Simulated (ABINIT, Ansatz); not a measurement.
**H (P4/mmm): from the cell to the phonon bands**

Aim: the phonon dispersion of H (P4/mmm), checked by a second program.

Method: DFT LDA, scalar-relativistic, plane waves, PseudoDojo norm-conserving pseudopotentials, in ABINIT 10.8.3.

### 1. The structure

The structure is tetragonal, space group P4/mmm (No. 123). Conventional cell: a = 2.650 Å, b = 2.650 Å, c = 0.980 Å, α = 90.00°, β = 90.00°, γ = 90.00°. Nearest to H lie 2 H at 0.98 Å.

Structure file:

```cif
data_structure
_symmetry_space_group_name_H-M 'P 1'
_symmetry_Int_Tables_number 1
_cell_length_a 2.6496
_cell_length_b 2.6496
_cell_length_c 0.9805
_cell_angle_alpha 90.000
_cell_angle_beta 90.000
_cell_angle_gamma 90.000
_cell_volume 6.88
loop_
_atom_site_label
_atom_site_type_symbol
_atom_site_fract_x
_atom_site_fract_y
_atom_site_fract_z
_atom_site_occupancy
H1 H 0.00000 0.00000 0.50000 1
```

### 2. A first look

A first run with smearing and empty bands tells whether the crystal has a gap, which decides between fixed occupations and smearing later on.

File probe.abi:

```
# ground state
tolvrs 1.0d-08
prtden 1
prtwf 1

# basis, mesh and filling
ecut 31.0
ngkpt 6 6 18
nshiftk 1
shiftk 0.0 0.0 0.0
istwfk *1
occopt 7
tsmear 0.005
nband 5
nstep 100
diemac 9.0
prtebands 0
prtgsr 0

# cell and atoms
acell 5.007091548 5.007091548 1.852863086
rprim 
    1.0 0.0 0.0
    0.0 1.0 0.0
    0.0 0.0 1.0
ntypat 1
znucl 1
natom 1
typat 1
xred 
    0.0 0.0 0.5
pp_dirpath "./pseudo"
pseudos "H.upf"
```

Launch:

```sh
$ OMP_NUM_THREADS=1 mpirun -n 4 abinit probe.abi > probe.log
```

Numbers of over 12 decimals in the logs are rounded to 6 here.

probe.abo, the main output file:

```text
[banners, grids, parts of the stress and lines that vanish by symmetry left out]
- input  file    -> probe.abi
- output file    -> probe.abo
- root for input  files -> probei
[...]
Symmetries : space group P4/m m m (#123); Bravais tP (primitive tetrag.)
[...]
mpw =         397          nfft =        7290          nkpt =         100
[...]
== DATASET  1 ==================================================================
[...]
cutoff_energies: {ecut:  31.0, pawecutdg:  -1.0, }
[...]
ETOT  1 -0.560514    -5.605E-01 4.891E-02 4.701E+00
 ETOT  2 -0.561503    -9.894E-04 1.050E-03 1.262E-01
 ETOT  3 -0.561515    -1.153E-05 1.372E-04 2.932E-03
 ETOT  4 -0.561515    -9.659E-08 7.913E-05 1.087E-05
 ETOT  5 -0.561515    -1.426E-10 1.956E-05 1.970E-08
 ETOT  6 -0.561515    -2.014E-12 9.216E-06 1.361E-10
 At SCF step    6       vres2   =  1.36E-10 < tolvrs=  1.00E-08 =>converged.
[...]
sigma(1 1)= -9.78626168E-07  sigma(3 2)=  0.00000000E+00
  sigma(2 2)= -9.78626168E-07  sigma(3 1)=  0.00000000E+00
  sigma(3 3)= -8.40089030E-05  sigma(2 1)=  0.00000000E+00
[...]
convergence: {deltae: -2.014E-12, res2:  1.361E-10, residm:  9.216E-06, diffor: null, }
etotal    :  -5.61515122E-01
[...]
sigma(1 1)= -9.78626168E-07  sigma(3 2)=  0.00000000E+00
  sigma(2 2)= -9.78626168E-07  sigma(3 1)=  0.00000000E+00
  sigma(3 3)= -8.40089030E-05  sigma(2 1)=  0.00000000E+00
[...]
- sigma(1 1)= -2.87921759E-02  sigma(3 2)=  0.00000000E+00
- sigma(2 2)= -2.87921759E-02  sigma(3 1)=  0.00000000E+00
- sigma(3 3)= -2.47162726E+00  sigma(2 1)=  0.00000000E+00
[...]
fcart     -0.0000000000E+00 -0.0000000000E+00 -0.0000000000E+00
           strten     -9.7862616840E-07 -9.7862616840E-07 -8.4008903026E-05
================================================================================

[key lines of the parts left out:]
pressure_GPa:   8.4307E-01
```

Wall time 2 s (4 MPI ranks of Arm Neoverse V1, shared host); 7.7 s of CPU time.

Read from the output:

```yaml
volume_per_atom: 6.884 Å³
pressure: 0.8431 GPa
gap_on_the_k_mesh: 0 eV
```

No gap opens on this mesh, so smearing is kept; the printed pressure holds the stress of the finite basis too.

### 3. Relaxing the cell and atoms

The harmonic expansion needs vanishing forces, and a free crystal bears no stress, so cell and atoms are brought to rest. Stress is more sensitive to the basis than forces are: the last 3 Ha under the cutoff are smoothed with ecutsm, and the cutoff is raised above that of the later runs.

File relax.abi:

```
# relaxation
ionmov 2
optcell 2
dilatmx 1.08
ntime 40
tolmxf 1.0d-05
tolvrs 1.0d-14
prtwf 0
prtden 0
chksymtnons 0

# basis, mesh and filling
ecut 39.0
ecutsm 3.0
ngkpt 14 14 36
nshiftk 1
shiftk 0.0 0.0 0.0
istwfk *1
occopt 7
tsmear 0.01
nband 5
nstep 100
diemac 1000000.0
prtebands 0
prtgsr 0

# cell and atoms
acell 5.007091548 5.007091548 1.852863086
rprim 
    1.0 0.0 0.0
    0.0 1.0 0.0
    0.0 0.0 1.0
ntypat 1
znucl 1
natom 1
typat 1
xred 
    0.0 0.0 0.5
pp_dirpath "./pseudo"
pseudos "H.upf"
```

Launch:

```sh
$ OMP_NUM_THREADS=1 mpirun -n 4 abinit relax.abi > relax.log
```

relax.abo, the main output file:

```text
[banners, grids, parts of the stress and lines that vanish by symmetry left out]
- input  file    -> relax.abi
- output file    -> relax.abo
- root for input  files -> relaxi
[...]
Symmetries : space group P4/m m m (#123); Bravais tP (primitive tetrag.)
[...]
mpw =         702          nfft =       12288          nkpt =         684
[...]
== DATASET  1 ==================================================================
[...]
cutoff_energies: {ecut:  39.0, pawecutdg:  -1.0, }
[...]
ETOT  1 -0.559404    -5.594E-01 6.266E-02 7.691E+00
 ETOT  2 -0.560570    -1.166E-03 2.578E-03 3.415E-01
 ETOT  3 -0.560590    -1.970E-05 8.362E-04 9.332E-03
 ETOT  4 -0.560590    -1.868E-07 1.068E-03 4.423E-05
 ETOT  5 -0.560590    -4.267E-10 1.337E-04 2.784E-07
[...]
At SCF step    8       vres2   =  1.32E-15 < tolvrs=  1.00E-14 =>converged.
[...]
sigma(1 1)=  4.85917219E-05  sigma(3 2)=  0.00000000E+00
  sigma(2 2)=  4.85917219E-05  sigma(3 1)=  0.00000000E+00
  sigma(3 3)= -2.13972565E-04  sigma(2 1)=  0.00000000E+00
[...]
convergence: {deltae: -3.220E-15, res2:  1.317E-15, residm:  1.865E-05, diffor: null, }
etotal    :  -5.60589960E-01
[...]
ETOT  1 -0.560648    -5.606E-01 2.367E-03 1.693E-02
[...]
At SCF step    7       vres2   =  2.25E-17 < tolvrs=  1.00E-14 =>converged.
[...]
sigma(1 1)=  4.69499315E-05  sigma(3 2)=  0.00000000E+00
  sigma(2 2)=  4.69499315E-05  sigma(3 1)=  0.00000000E+00
  sigma(3 3)= -1.41530933E-04  sigma(2 1)=  0.00000000E+00
[...]
convergence: {deltae:  9.992E-16, res2:  2.246E-17, residm:  3.527E-09, diffor: null, }
etotal    :  -5.60649325E-01
[...]
ETOT  1 -0.560705    -5.607E-01 6.105E+00 5.595E-02
[...]
At SCF step    7       vres2   =  7.71E-17 < tolvrs=  1.00E-14 =>converged.
[...]
sigma(1 1)=  4.25952906E-05  sigma(3 2)=  0.00000000E+00
  sigma(2 2)=  4.25952906E-05  sigma(3 1)=  0.00000000E+00
  sigma(3 3)=  1.37294870E-05  sigma(2 1)=  0.00000000E+00
[...]
convergence: {deltae:  1.665E-15, res2:  7.707E-17, residm:  9.887E-08, diffor: null, }
etotal    :  -5.60711094E-01
[...]
ETOT  1 -0.560717    -5.607E-01 6.529E-01 6.512E-04
[...]
At SCF step    6       vres2   =  6.92E-16 < tolvrs=  1.00E-14 =>converged.
[...]
sigma(1 1)=  4.16640389E-05  sigma(3 2)=  0.00000000E+00
  sigma(2 2)=  4.16640389E-05  sigma(3 1)=  0.00000000E+00
  sigma(3 3)=  2.70515801E-05  sigma(2 1)=  0.00000000E+00
[...]
convergence: {deltae: -1.721E-14, res2:  6.920E-16, residm:  1.825E-08, diffor: null, }
etotal    :  -5.60717484E-01
[...]
ETOT  1 -0.560755    -5.608E-01 2.605E+01 2.002E-01
[...]
sigma(1 1)=  3.07108429E-05  sigma(3 2)=  0.00000000E+00
  sigma(2 2)=  3.07108429E-05  sigma(3 1)=  0.00000000E+00
[...]
convergence: {deltae:  6.661E-15, res2:  5.419E-16, residm:  1.777E-02, diffor: null, }
etotal    :  -5.60770536E-01
[...]
ETOT  1 -0.560784    -5.608E-01 2.047E+01 4.091E-01
[...]
convergence: {deltae:  9.770E-15, res2:  1.342E-15, residm:  1.240E-05, diffor: null, }
etotal    :  -5.60816413E-01
[...]
ETOT  1 -0.560814    -5.608E-01 1.759E+01 4.923E-01
[...]
convergence: {deltae:  2.220E-16, res2:  1.301E-15, residm:  7.807E-02, diffor: null, }
etotal    :  -5.60853197E-01
[...]
ETOT  1 -0.560858    -5.609E-01 2.709E+01 6.127E-02
[...]
convergence: {deltae:  1.554E-14, res2:  3.823E-17, residm:  2.288E-06, diffor: null, }
etotal    :  -5.60863295E-01
[...]
ETOT  1 -0.560864    -5.609E-01 3.247E-04 1.268E-03
[...]
convergence: {deltae: -1.454E-14, res2:  3.294E-16, residm:  2.394E-09, diffor: null, }
etotal    :  -5.60864041E-01
[...]
ETOT  1 -0.560864    -5.609E-01 2.309E-06 3.371E-04
[...]
At SCF step    6       vres2   =  1.19E-16 < tolvrs=  1.00E-14 =>converged.
[...]
sigma(2 2)= -1.13546509E-08  sigma(3 1)=  0.00000000E+00
  sigma(3 3)= -1.35930908E-07  sigma(2 1)=  0.00000000E+00
[...]
convergence: {deltae:  6.106E-15, res2:  1.194E-16, residm:  2.828E-10, diffor: null, }
etotal    :  -5.60864059E-01
[...]
ETOT  1 -0.560864    -5.609E-01 2.958E-09 5.025E-07
[...]
ETOT  4 -0.560864    -8.105E-15 4.927E-12 7.127E-13
 ETOT  5 -0.560864     5.329E-15 2.903E-12 2.545E-16
 At SCF step    5       vres2   =  2.54E-16 < tolvrs=  1.00E-14 =>converged.
[...]
sigma(1 1)= -8.81521466E-11  sigma(3 2)=  0.00000000E+00
  sigma(2 2)= -8.81521466E-11  sigma(3 1)=  0.00000000E+00
  sigma(3 3)= -6.25484306E-09  sigma(2 1)=  0.00000000E+00
[...]
convergence: {deltae:  5.329E-15, res2:  2.545E-16, residm:  2.903E-12, diffor: null, }
etotal    :  -5.60864059E-01
[...]
At Broyd/MD step  11, gradients are converged :
[...]
sigma(1 1)= -8.81521466E-11  sigma(3 2)=  0.00000000E+00
  sigma(2 2)= -8.81521466E-11  sigma(3 1)=  0.00000000E+00
  sigma(3 3)= -6.25484306E-09  sigma(2 1)=  0.00000000E+00
[...]
- sigma(1 1)= -2.59352569E-06  sigma(3 2)=  0.00000000E+00
- sigma(2 2)= -2.59352569E-06  sigma(3 1)=  0.00000000E+00
- sigma(3 3)= -1.84023836E-04  sigma(2 1)=  0.00000000E+00
[...]
fcart     -0.0000000000E+00 -0.0000000000E+00 -0.0000000000E+00
           strten     -8.8152146607E-11 -8.8152146607E-11 -6.2548430614E-09
================================================================================

[key lines of the parts left out:]
pressure_GPa:   6.3070E-05
Total energy (etotal) [Ha]= -5.60864059427976E-01
```

The job ended after 72 s (4 MPI ranks).

Relaxation path:

| step | energy less that of the first step (eV) | largest force (eV/Å) | volume (Å³) |
| --- | --- | --- | --- |
| 1 | 0.0000 | 0.0000 | 6.88 |
| 2 | -0.0016 | 0.0000 | 6.91 |
| 3 | -0.0033 | 0.0000 | 6.94 |
| 4 | -0.0035 | 0.0000 | 6.92 |
| 5 | -0.0049 | 0.0000 | 6.68 |
| 6 | -0.0062 | 0.0000 | 6.37 |
| 7 | -0.0072 | 0.0000 | 6.06 |
| 8 | -0.0074 | 0.0000 | 5.97 |
| 9 | -0.0075 | 0.0000 | 5.99 |
| 10 | -0.0075 | 0.0000 | 6.00 |
| 11 | -0.0075 | 0.0000 | 6.00 |

| conventional cell, symmetrised | before | after | change |
| --- | --- | --- | --- |
| a (Å) | 2.650 | 2.453 | -7.4 % |
| b (Å) | 2.650 | 2.453 | -7.4 % |
| c (Å) | 0.980 | 0.997 | +1.7 % |
| volume (Å³/atom) | 6.88 | 6.00 | -12.8 % |

Final coordinates:

```xyz
1
Lattice="2.4534 0.0000 0.0000 0.0000 2.4534 0.0000 0.0000 0.0000 0.9971" Properties=species:S:1:pos:R:3 pbc="T T T"
H     0.0000    0.0000    0.4986
```

Read from the output:

| Property | Result |
| --- | --- |
| volume per atom | 6.002 Å³ |
| pressure | 6.31e-5 GPa |

The volume changes by -12.8 % in this run and stands -12.8 % from the first cell.

### 4. Self-consistent run for the response

First-order wavefunctions inherit every error of the ground state, hence the very tight tolvrs. Smearing stays on, as the first look found no gap above 0.3 eV.

File gs.abi:

```
# ground state
tolvrs 1.0d-16
prtden 1
prtwf 1

# basis, mesh and filling
ecut 31.0
ngkpt 16 16 36
nshiftk 1
shiftk 0.0 0.0 0.0
istwfk *1
occopt 7
tsmear 0.01
nband 5
nstep 100
diemac 1000000.0
prtebands 0
prtgsr 0

# cell and atoms
acell 4.636281708 4.636281708 1.884278097
rprim 
    1.0 0.0 0.0
    0.0 1.0 0.0
    0.0 0.0 1.0
ntypat 1
znucl 1
natom 1
typat 1
xred 
    0.0 0.0 0.5
pp_dirpath "./pseudo"
pseudos "H.upf"
```

Launch:

```sh
$ OMP_NUM_THREADS=1 mpirun -n 4 abinit gs.abi > gs.log
```

gs.abo, the main output file:

```text
[banners, grids, parts of the stress and lines that vanish by symmetry left out]
- input  file    -> gs.abi
- output file    -> gs.abo
- root for input  files -> gsi
[...]
Symmetries : space group P4/m m m (#123); Bravais tP (primitive tetrag.)
[...]
mpw =         352          nfft =        5760          nkpt =         855
[...]
== DATASET  1 ==================================================================
[...]
cutoff_energies: {ecut:  31.0, pawecutdg:  -1.0, }
[...]
ETOT  1 -0.559955    -5.600E-01 1.433E-01 2.822E+00
 ETOT  2 -0.560799    -8.443E-04 3.733E-03 8.730E-02
 ETOT  3 -0.560810    -1.137E-05 5.537E-04 1.703E-03
 ETOT  4 -0.560810    -7.651E-08 2.368E-04 5.960E-06
 ETOT  5 -0.560810    -1.153E-10 1.303E-03 7.397E-09
 ETOT  6 -0.560810    -9.536E-13 2.519E-04 4.112E-11
 ETOT  7 -0.560810    -6.217E-15 1.075E-03 1.071E-13
 ETOT  8 -0.560810    -2.442E-15 1.170E-04 8.660E-17
 At SCF step    8       vres2   =  8.66E-17 < tolvrs=  1.00E-16 =>converged.
[...]
sigma(1 1)=  9.30803640E-06  sigma(3 2)=  0.00000000E+00
  sigma(2 2)=  9.30803640E-06  sigma(3 1)=  0.00000000E+00
  sigma(3 3)=  8.43551411E-06  sigma(2 1)=  0.00000000E+00
[...]
convergence: {deltae: -2.442E-15, res2:  8.660E-17, residm:  1.170E-04, diffor: null, }
etotal    :  -5.60810300E-01
[...]
sigma(1 1)=  9.30803640E-06  sigma(3 2)=  0.00000000E+00
  sigma(2 2)=  9.30803640E-06  sigma(3 1)=  0.00000000E+00
  sigma(3 3)=  8.43551411E-06  sigma(2 1)=  0.00000000E+00
[...]
- sigma(1 1)=  2.73851886E-01  sigma(3 2)=  0.00000000E+00
- sigma(2 2)=  2.73851886E-01  sigma(3 1)=  0.00000000E+00
- sigma(3 3)=  2.48181394E-01  sigma(2 1)=  0.00000000E+00
[...]
fcart     -0.0000000000E+00 -0.0000000000E+00 -0.0000000000E+00
           strten      9.3080364047E-06  9.3080364047E-06  8.4355141096E-06
================================================================================

[key lines of the parts left out:]
pressure_GPa:  -2.6530E-01
```

Elapsed: 9.8 s, on 4 MPI ranks.

Read from the output:

```
pressure : -0.2653 GPa
```

The cell stands at -0.27 GPa: the relaxation ran with a smoothed and higher cutoff and on another k mesh.

(Continued in part 2 of 4.)

[Host names and launcher messages were left out of these logs when they were recorded.]

[Logs are printed without paths, hosts, clocks, repeated set-up lines and the standing remarks that a program may print on its own settings, such as how far it seeks lower states.]

[Hosts, paths, dates, database ids (printed as entryN), source tags and the programs' standing remarks are cut or masked in the printed files.]
